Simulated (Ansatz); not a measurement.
# armchair GaN nanoribbon (N = 4, H edges): bands by functional and under strain, part 3 of 4

Wanted: the relaxed geometry and the bands of the armchair GaN nanoribbon (N = 4, H edges).

Ansatz 0.2.0; DFT PBE, plane waves, PAW; relaxation of a wire's period (the session's first sound run).

So far, band gap (eV): step 3 (the perfect wire, PBE) 3.23; step 4 (another level of theory, level LDA, cutoff 420 eV, LDA PBE) 3.28; step 5 (levels at the same atoms, level PBEsol, cutoff 420 eV, PBEsol PBE) 3.29; step 6 (levels at the same atoms, level r2SCAN, cutoff 500 eV, r2SCAN PBE) 3.72.

### Step 8. Two-component spinors

This step: DFT PBE, plane waves, fully relativistic PAW; bands of a perfect wire with spin-orbit coupling (Ansatz 0.2.0).

Spin-orbit coupling mixes the spins and splits bands that cross or touch without it, so it can open or close channels. Fully relativistic datasets take the place of the scalar ones. Against the first PBE run of this kind, the mesh along the wire has 9 points against 15.

Input file input.yaml:

```yaml
crystal:
  lattice:
    - [14.456, 0.0, 0.0]
    - [0.0, 7.0, 0.0]
    - [0.0, 0.0, 5.5810176023]
  atoms:
    - { symbol: Ga, position: [0.33125062, 0.5, 0.99861571] }
    - { symbol: Ga, position: [0.554078907, 0.5, 0.006680696] }
    - { symbol: "N", position: [0.339033713, 0.5, 0.326641737] }
    - { symbol: "N", position: [0.556713221, 0.5, 0.33856896] }
    - { symbol: H, position: [0.763009636, 0.5, 0.363975805] }
    - { symbol: H, position: [0.278394018, 0.5, 0.419571145] }
    - { symbol: Ga, position: [0.445954209, 0.5, 0.506680696] }
    - { symbol: Ga, position: [0.668782497, 0.5, 0.49861571] }
    - { symbol: "N", position: [0.443319895, 0.5, 0.83856896] }
    - { symbol: "N", position: [0.660999404, 0.5, 0.826641737] }
    - { symbol: H, position: [0.237023481, 0.5, 0.863975805] }
    - { symbol: H, position: [0.721639099, 0.5, 0.919571145] }
kpoints:
  mp_grid: { grid: [1, 1, 9] }
  band_path: { path: ["Γ", Z], npoints: 50 }
scf:
  occupations: { method: fermi_dirac, width: 0.05 }
hamiltonian:
  xc: pbe
  pseudopotentials: { kind: paw_fr }
magnetization:
  noncollinear: true
  spin_orbit: true
```

The run is started by

```bash
$ ansatz run input.yaml --threads 8 --pin off --max-ram 16384MiB --backend cpu --events-out ev --progress --plain --runs-dir out
```

Numbers of over 12 decimals in the logs are rounded to 6 here.

The log of the run:

```text
[...]
non-collinear run that drives no moment, with spin-orbit: no starting moment large enough to seed its density (crystal.atoms[].spin), no starting occupations that ask for one, no magnetisation constraint and no magnetic field, so the semilocal B_xc is pinned to zero
Crystal: 12 atoms, lattice volume = 564.754 Å³
Basis set: ecut = 420 eV, 11029 PW (Γ)
Bands: 100, of which v1, the nominal top of the filled ones, is band 76 counted from 1 (75 counted from 0)
Symmetry: 4 space group operations + 4 with time reversal
[...]
k-points: 5 of 9 (time reversal used)
Projection manifold: j_resolved (fully-relativistic pseudo-atomic orbitals)
[...]
SCF iter   1: F=—  HF=-16745.254274 eV  |F-HF|=—  |Δ(HF+E_count)|=         —  Δρ=7.76e-2  dr2=4.44e1  dr2_m=0.00e0 (ungated)  ethr=3.10e-3  |M|=0.00e0 ∫|m|=0.00e0 μB  |m|>n=0.0e0 m-floor=0.0e0 τ_xc=0.0e0  β_m=0.30  ⟨swp⟩=6.2  Hψ=2519  notcnv=0  defer=42
[...]
spin=Noncollinear: Resta preconditioning applied to the charge; magnetization (m_x, m_y, m_z) channels mix plain (no charge-response kernel on spin).
SCF iter   2: F=—  HF=-16733.726446 eV  |F-HF|=—  |Δ(HF+E_count)|=    1.15e1  Δρ=2.69e-2  dr2=4.49e0  dr2_m=0.00e0 (ungated)  ethr=3.10e-3  |M|=0.00e0 ∫|m|=0.00e0 μB  |m|>n=0.0e0 m-floor=0.0e0 τ_xc=0.0e0  β_m=0.35  ⟨swp⟩=3.8  Hψ=1184  notcnv=0  defer=80
[...]
SCF iter  10: F=-16732.482507 eV  HF=-16732.482507 eV  |F-HF|=5.41e-8  |Δ(HF+E_count)|=   5.11e-7  Δρ=3.53e-6  dr2=5.24e-8  dr2_m=0.00e0 (ungated)  ethr=1.32e-10  |M|=0.00e0 ∫|m|=0.00e0 μB  |m|>n=0.0e0 m-floor=0.0e0 τ_xc=0.0e0  ⟨swp⟩=17.6  Hψ=3118  notcnv=0
SCF 1 converged in 10 iterations: F = -16732.482507 eV  dr2 = 5.24e-8
[...]
SCF converged after 10 iterations
Magnetization: |M| = 0.0000 μB,  M = (+0.0000, +0.0000, +0.0000) μB
Absolute magnetization: 0.0000 μB (∫|m|)
  site 0: m = (+0.0000, +0.0000, +0.0000) μB, |m| = 0.0000 μB  (R = 0.64 Å)
  site 1: m = (+0.0000, +0.0000, +0.0000) μB, |m| = 0.0000 μB  (R = 0.76 Å)
  site 2: m = (+0.0000, +0.0000, +0.0000) μB, |m| = 0.0000 μB  (R = 0.42 Å)
  site 3: m = (+0.0000, +0.0000, +0.0000) μB, |m| = 0.0000 μB  (R = 0.76 Å)
  site 4: m = (+0.0000, +0.0000, +0.0000) μB, |m| = 0.0000 μB  (R = 0.64 Å)
  site 5: m = (+0.0000, +0.0000, +0.0000) μB, |m| = 0.0000 μB  (R = 0.42 Å)
  site 6: m = (+0.0000, +0.0000, +0.0000) μB, |m| = 0.0000 μB  (R = 0.76 Å)
  site 7: m = (+0.0000, +0.0000, +0.0000) μB, |m| = 0.0000 μB  (R = 0.64 Å)
  site 8: m = (+0.0000, +0.0000, +0.0000) μB, |m| = 0.0000 μB  (R = 0.76 Å)
  site 9: m = (+0.0000, +0.0000, +0.0000) μB, |m| = 0.0000 μB  (R = 0.42 Å)
  site 10: m = (+0.0000, +0.0000, +0.0000) μB, |m| = 0.0000 μB  (R = 0.64 Å)
  site 11: m = (+0.0000, +0.0000, +0.0000) μB, |m| = 0.0000 μB  (R = 0.42 Å)
Free energy (F): -16732.482507 eV
[...]
Internal energy: -16732.482507 eV  (E = F + TS)
E sigma→0 (E₀):  -16732.482507 eV
Fermi energy:    -1.298558 eV
[...]
--- Band table (eV; the first three rows and the last of 5) ---
  k-point 0: bands = [... 72 lower, -2.9917, -2.9917, -2.9269, -2.9269, 0.3019, 0.3019, 1.5395, 1.5395, ... 20 higher]
  k-point 1: bands = [... 72 lower, -3.0761, -3.0761, -2.9532, -2.9532, 0.3615, 0.3615, 1.5261, 1.5261, ... 20 higher]
  k-point 2: bands = [... 72 lower, -3.3033, -3.3033, -3.0306, -3.0306, 0.5490, 0.5490, 1.5041, 1.5041, ... 20 higher]
  k-point 4: bands = [... 72 lower, -3.4757, -3.4757, -3.3090, -3.3090, 1.2573, 1.2573, 1.5570, 1.5570, ... 20 higher]
```

The job ended after 58 s (8 threads of Intel Xeon Platinum 8488C (Sapphire Rapids), shared host; peak memory 6.4 GiB; 7.6 min of CPU time).

This step gave:

```
band gap : 3.229 eV
```

The electronic bands at the labelled points (eV, zero at the Fermi level):

| point | band 73 | band 74 | band 75 | band 76 | band 77 | band 78 | band 79 | band 80 |
| --- | --- | --- | --- | --- | --- | --- | --- | --- |
| Γ | -1.69 | -1.69 | -1.63 | -1.63 | 1.60 | 1.60 | 2.84 | 2.84 |
| halfway | -2.08 | -2.08 | -1.76 | -1.76 | 1.92 | 1.92 | 2.80 | 2.80 |
| Z | -2.09 | -2.09 | -2.09 | -2.09 | 2.74 | 2.74 | 2.74 | 2.74 |

The gap is 3.23 eV, against 3.23 eV under PBE at the relaxed period, with no moment.

### Step 9. Strain along the wire, period over the relaxed period 0.94, k-mesh 1×1×12

This step: DFT PBE, plane waves, PAW; relaxation at a fixed period (Ansatz 0.2.0).

The period is set to 0.94 times the relaxed one and the atoms relax within it: strain changes bond lengths and angles, which shifts the bands against each other. Against the first PBE run of this kind, the mesh along the wire has 12 points against 15.

The cell differs from the one that the last finished run ended in (c 5.581 → 5.246 Å).

Edit input.yaml of step 8 so:

```diff
@@ -4,3 +4,3 @@
     - [0.0, 7.0, 0.0]
-    - [0.0, 0.0, 5.5810176023]
+    - [0.0, 0.0, 5.2461565462]
   atoms:
@@ -19,3 +19,3 @@
 kpoints:
-  mp_grid: { grid: [1, 1, 9] }
+  mp_grid: { grid: [1, 1, 12] }
   band_path: { path: ["Γ", Z], npoints: 50 }
@@ -25,5 +25,6 @@
   xc: pbe
-  pseudopotentials: { kind: paw_fr }
-magnetization:
-  noncollinear: true
-  spin_orbit: true
+relax:
+  max_steps: 40
+  f_tol: 0.02
+output:
+  stress: true
```

The log of the run:

```text
Warning: output.stress: scf.convergence.dr2_threshold = 1e-7 eV (the SCF's general default) is looser than the 1.2e-9 eV advised for a printed stress (1e-10 eV for each atom of the cell: 12). What an SCF threshold leaves in a stress goes as its square root, and in the free energy as the threshold itself, and one threshold admits the most on a small cell: [figures from the program's tests cut] Every solve of this run  [...]
[...]
Crystal: 12 atoms, lattice volume = 530.869 Å³
Basis set: ecut = 420 eV, 10367 PW (Γ), exchange–correlation on 200×96×72 points (8 copies of the dense FFT grid, shifted against one another)
Bands: 50, of which v1, the nominal top of the filled ones, is band 38 counted from 1 (37 counted from 0)
Symmetry: 4 space group operations
[...]
k-points: 7 of 12 (time reversal used)
[...]
SCF iter   1: F=—  HF=-16731.367469 eV  |F-HF|=—  |Δ(HF+E_count)|=         —  Δρ=1.84e-3  dr2=1.29e-2  ethr=1.77e-3  ⟨swp⟩=8.0  Hψ=1643  notcnv=0  defer=4
[...]
SCF iter   6: F=-16731.383259 eV  HF=-16731.383259 eV  |F-HF|=6.35e-7  |Δ(HF+E_count)|=   2.60e-6  Δρ=1.40e-5  dr2=8.98e-7  ethr=1.32e-8  ⟨swp⟩=5.0  Hψ=1220  notcnv=0
SCF 1 converged in 6 iterations: F = -16731.383259 eV  dr2 = 8.98e-7
[...]
relax step   1: F+E_penalty+E_count = -16731.38325933 eV  Δ(F+E_penalty+E_count) = +0.000e0 eV  max|allowed force component| = 2.182e0 eV/Å  Δτ_max = 0.0000 Å  (6 SCF iters, dr2 threshold 1.00e-5 eV, accepted)
[...]
SCF iter   6: F=-16731.720241 eV  HF=-16731.720243 eV  |F-HF|=1.96e-6  |Δ(HF+E_count)|=   1.58e-5  Δρ=3.06e-5  dr2=5.14e-6  ethr=1.32e-7  ⟨swp⟩=3.0  Hψ=1254  notcnv=0
SCF 2 converged in 6 iterations: F = -16731.720241 eV  dr2 = 5.14e-6
[...]
relax step   2: F+E_penalty+E_count = -16731.72024084 eV  Δ(F+E_penalty+E_count) = -3.370e-1 eV  max|allowed force component| = 1.063e0 eV/Å  Δτ_max = 0.0882 Å  (6 SCF iters, dr2 threshold 1.00e-4 eV, accepted)
SCF iter   1: F=—  HF=-16731.881824 eV  |F-HF|=—  |Δ(HF+E_count)|=         —  Δρ=5.54e-3  dr2=1.06e-1  ethr=1.62e-3  ⟨swp⟩=4.0  Hψ=905  notcnv=0  defer=39
[...]
SCF iter   5: F=-16731.855373 eV  HF=-16731.855413 eV  |F-HF|=4.08e-5  |Δ(HF+E_count)|=   3.57e-5  Δρ=9.26e-5  dr2=4.50e-5  ethr=9.29e-8  ⟨swp⟩=3.0  Hψ=1350  notcnv=0
SCF 3 converged in 5 iterations: F = -16731.855373 eV  dr2 = 4.50e-5
relax step   3: F+E_penalty+E_count = -16731.85537266 eV  Δ(F+E_penalty+E_count) = -1.351e-1 eV  max|allowed force component| = 2.126e-1 eV/Å  Δτ_max = 0.0740 Å  (5 SCF iters, dr2 threshold 7.06e-5 eV, accepted)
[...]
relax step   4: F+E_penalty+E_count = -16731.85858999 eV  Δ(F+E_penalty+E_count) = -3.217e-3 eV  max|allowed force component| = 1.420e-1 eV/Å  Δτ_max = 0.0234 Å  (5 SCF iters, dr2 threshold 2.82e-6 eV, accepted)
[...]
relax step   5: F+E_penalty+E_count = -16731.86080305 eV  Δ(F+E_penalty+E_count) = -2.213e-3 eV  max|allowed force component| = 1.464e-2 eV/Å  Δτ_max = 0.0135 Å  (5 SCF iters, dr2 threshold 1.26e-6 eV, accepted)
[...]
SCF iter   3: F=-16731.860804 eV  HF=-16731.860804 eV  |F-HF|=1.34e-8  |Δ(HF+E_count)|=   7.46e-8  Δρ=3.59e-6  dr2=3.46e-8  ethr=1.32e-10  ⟨swp⟩=3.0  Hψ=1304  notcnv=0
SCF 6 converged in 3 iterations: F = -16731.860804 eV  dr2 = 3.46e-8
relax step   6: F+E_penalty+E_count = -16731.86080375 eV  Δ(F+E_penalty+E_count) = -6.981e-7 eV  max|allowed force component| = 1.455e-2 eV/Å  Δτ_max = 0.0000 Å  (3 SCF iters, accepted)
[...]
the band table was solved once a step of the walk had ended and its energy, with any forces and stress, was formed, with the checks that follow a solve (1877 applications of the Hamiltonian). They found nothing against the state; the energy, forces and stress were not computed again (output.eigenvalues in the input reference)
[...]
SCF converged after 3 iterations
Free energy (F): -16731.860804 eV
[...]
Internal energy: -16731.860804 eV  (E = F + TS)
E sigma→0 (E₀):  -16731.860804 eV
Fermi energy:    -1.027440 eV
[...]
--- Forces (eV/Å), atoms counted from 1 ---
  atom   1  Ga    -0.01355373     0.00000000    -0.00403845
  atom   2  Ga    -0.00788555     0.00000000    -0.01454914
  atom   3  N     -0.00736964     0.00000000     0.01430266
  atom   4  N     -0.01141703     0.00000000     0.00809619
  atom   5  H     -0.00471263     0.00000000     0.00639634
  atom   6  H      0.00195865     0.00000000    -0.01017424
  atom   7  Ga     0.00788555     0.00000000    -0.01454914
  atom   8  Ga     0.01355373     0.00000000    -0.00403845
  atom   9  N      0.01141703     0.00000000     0.00809619
  atom  10  N      0.00736964     0.00000000     0.01430266
  atom  11  H      0.00471263     0.00000000     0.00639634
  atom  12  H     -0.00195865     0.00000000    -0.01017424
  max |Σ_I F_I| component: 6.67e-5 eV/Å
--- Stress (GPa, compression-positive) ---
        0.005579       0.000000       0.000000
        0.000000       0.169624       0.000000
        0.000000       0.000000       2.851002
  P = ⅓ Tr σ = 1.0087 GPa (10.087 kbar)
--- Band table (eV; the first three rows and the last of 7) ---
  k-point 0: bands = [... 34 lower, -3.8153, -3.3131, -2.7669, -2.6913, 0.6344, 1.7388, 1.9521, 2.1033, ... 8 higher]
  k-point 1: bands = [... 34 lower, -3.7960, -3.3303, -2.7799, -2.7428, 0.6603, 1.7204, 1.9869, 2.0959, ... 8 higher]
  k-point 2: bands = [... 34 lower, -3.7391, -3.4054, -2.8888, -2.8198, 0.7461, 1.6759, 2.0687, 2.0748, ... 8 higher]
  k-point 6: bands = [... 34 lower, -3.9508, -3.9508, -3.2441, -3.2441, 1.7033, 1.7033, 1.7061, 1.7061, ... 8 higher]
--- Relaxed structure (6 steps of the walk, 6 accepted, 0 SCFs on fresh bases) ---
  F+E_penalty+E_count = -16731.86080375 eV   max|allowed force component| = 1.455e-2 eV/Å
  atoms:
    - { symbol: Ga, position: [0.324702, 0.5, 0.990199] }
    - { symbol: Ga, position: [0.555066, 0.5, -0.00138926] }
    - { symbol: N, position: [0.332947, 0.5, 0.334701] }
    - { symbol: N, position: [0.559215, 0.5, 0.346289] }
    - { symbol: H, position: [0.767015, 0.5, 0.336608] }
    - { symbol: H, position: [0.275762, 0.5, 0.447646] }
    - { symbol: Ga, position: [0.444967, 0.5, 0.498611] }
    - { symbol: Ga, position: [0.675331, 0.5, 0.490199] }
    - { symbol: N, position: [0.440818, 0.5, 0.846289] }
    - { symbol: N, position: [0.667086, 0.5, 0.834701] }
    - { symbol: H, position: [0.233018, 0.5, 0.836608] }
    - { symbol: H, position: [0.724271, 0.5, 0.947646] }
```

Run time: 11 s. Hardware: 8 threads; peak memory 2 GiB.

Step by step:

| step | energy less that of the first step (eV) | largest force component (eV/Å) |
| --- | --- | --- |
| 1 | 0.0000 | 2.1818 |
| 2 | -0.3370 | 1.0630 |
| 3 | -0.4721 | 0.2126 |
| 4 | -0.4753 | 0.1420 |
| 5 | -0.4775 | 0.0146 |
| 6 | -0.4775 | 0.0146 |

Forces are held to the 4 operations that the run works with; a distortion that breaks them can't arise in this run.

The atoms that moved most (Å):

| atom | dx | dy | dz | length |
| --- | --- | --- | --- | --- |
| H11 | -0.058 | 0.000 | -0.144 | 0.155 |
| H5 | 0.058 | 0.000 | -0.144 | 0.155 |
| H6 | -0.038 | 0.000 | 0.147 | 0.152 |
| H12 | 0.038 | 0.000 | 0.147 | 0.152 |
| Ga1 | -0.095 | 0.000 | -0.044 | 0.104 |
| Ga8 | 0.095 | 0.000 | -0.044 | 0.104 |
| N3 | -0.088 | 0.000 | 0.042 | 0.098 |
| N10 | 0.088 | 0.000 | 0.042 | 0.098 |

Final coordinates:

```cif
data_structure
_symmetry_space_group_name_H-M 'P 1'
_symmetry_Int_Tables_number 1
_cell_length_a 14.4560
_cell_length_b 7.0000
_cell_length_c 5.2462
_cell_angle_alpha 90.000
_cell_angle_beta 90.000
_cell_angle_gamma 90.000
_cell_volume 530.87
loop_
_atom_site_label
_atom_site_type_symbol
_atom_site_fract_x
_atom_site_fract_y
_atom_site_fract_z
_atom_site_occupancy
Ga1 Ga 0.32470 0.50000 0.99020 1
Ga2 Ga 0.55507 0.50000 0.99861 1
N3 N 0.33295 0.50000 0.33470 1
N4 N 0.55921 0.50000 0.34629 1
H5 H 0.76702 0.50000 0.33661 1
H6 H 0.27576 0.50000 0.44765 1
Ga7 Ga 0.44497 0.50000 0.49861 1
Ga8 Ga 0.67533 0.50000 0.49020 1
N9 N 0.44082 0.50000 0.84629 1
N10 N 0.66709 0.50000 0.83470 1
H11 H 0.23302 0.50000 0.83661 1
H12 H 0.72427 0.50000 0.94765 1
```

Numbers from this step:

```yaml
band_gap: 3.326 eV
```

Electronic bands along the path, in eV, zero at the Fermi level:

| point | band 35 | band 36 | band 37 | band 38 | band 39 | band 40 | band 41 | band 42 |
| --- | --- | --- | --- | --- | --- | --- | --- | --- |
| Γ | -2.79 | -2.29 | -1.74 | -1.66 | 1.66 | 2.77 | 2.98 | 3.13 |
| halfway | -2.62 | -2.55 | -2.08 | -1.86 | 1.93 | 2.66 | 3.04 | 3.04 |
| Z | -2.92 | -2.92 | -2.22 | -2.22 | 2.73 | 2.73 | 2.73 | 2.73 |

The gap is 3.33 eV, against 3.23 eV under PBE at the relaxed period.

### Step 10. Strain along the wire, period over the relaxed period 1.06, k-mesh 1×1×11

The period is set to 1.06 times the relaxed one and the atoms relax within it: strain changes bond lengths and angles, which shifts the bands against each other. Against the first PBE run of this kind, the mesh along the wire has 11 points against 15.

The cell differs from the one that the last finished run ended in (c 5.246 → 5.916 Å).

Edit input.yaml of step 9 so:

```diff
@@ -4,3 +4,3 @@
     - [0.0, 7.0, 0.0]
-    - [0.0, 0.0, 5.2461565462]
+    - [0.0, 0.0, 5.9158786584]
   atoms:
@@ -19,3 +19,3 @@
 kpoints:
-  mp_grid: { grid: [1, 1, 12] }
+  mp_grid: { grid: [1, 1, 11] }
   band_path: { path: ["Γ", Z], npoints: 50 }
```

The log of the run:

```text
[...]
Crystal: 12 atoms, lattice volume = 598.640 Å³
Basis set: ecut = 420 eV, 11677 PW (Γ), exchange–correlation on 200×96×80 points (8 copies of the dense FFT grid, shifted against one another)
Bands: 50, of which v1, the nominal top of the filled ones, is band 38 counted from 1 (37 counted from 0)
Symmetry: 4 space group operations
[...]
- { symbol: N, position: [0.555069, 0.5, 0.331864] }
    - { symbol: H, position: [0.760643, 0.5, 0.393642] }
    - { symbol: H, position: [0.281586, 0.5, 0.394515] }
    - { symbol: Ga, position: [0.446802, 0.5, 0.510405] }
    - { symbol: Ga, position: [0.662829, 0.5, 0.504872] }
    - { symbol: N, position: [0.444964, 0.5, 0.831864] }
    - { symbol: N, position: [0.655060, 0.5, 0.818757] }
    - { symbol: H, position: [0.239390, 0.5, 0.893642] }
    - { symbol: H, position: [0.718447, 0.5, 0.894515] }
[key lines of the parts left out:]
SCF converged after 2 iterations
Free energy (F): -16731.866223 eV
Fermi energy:    -1.600275 eV
P = ⅓ Tr σ = -0.8560 GPa (-8.560 kbar)
```

The job ended after 11 s (8 threads; peak memory 2.2 GiB).

[end of part 3 of 4]

[Logs are printed without paths, hosts, clocks, repeated set-up lines and the standing remarks that a program may print on its own settings, such as how far it seeks lower states.]

[Hosts, paths, dates, database ids (printed as entryN), source tags and the programs' standing remarks are cut or masked in the printed files.]
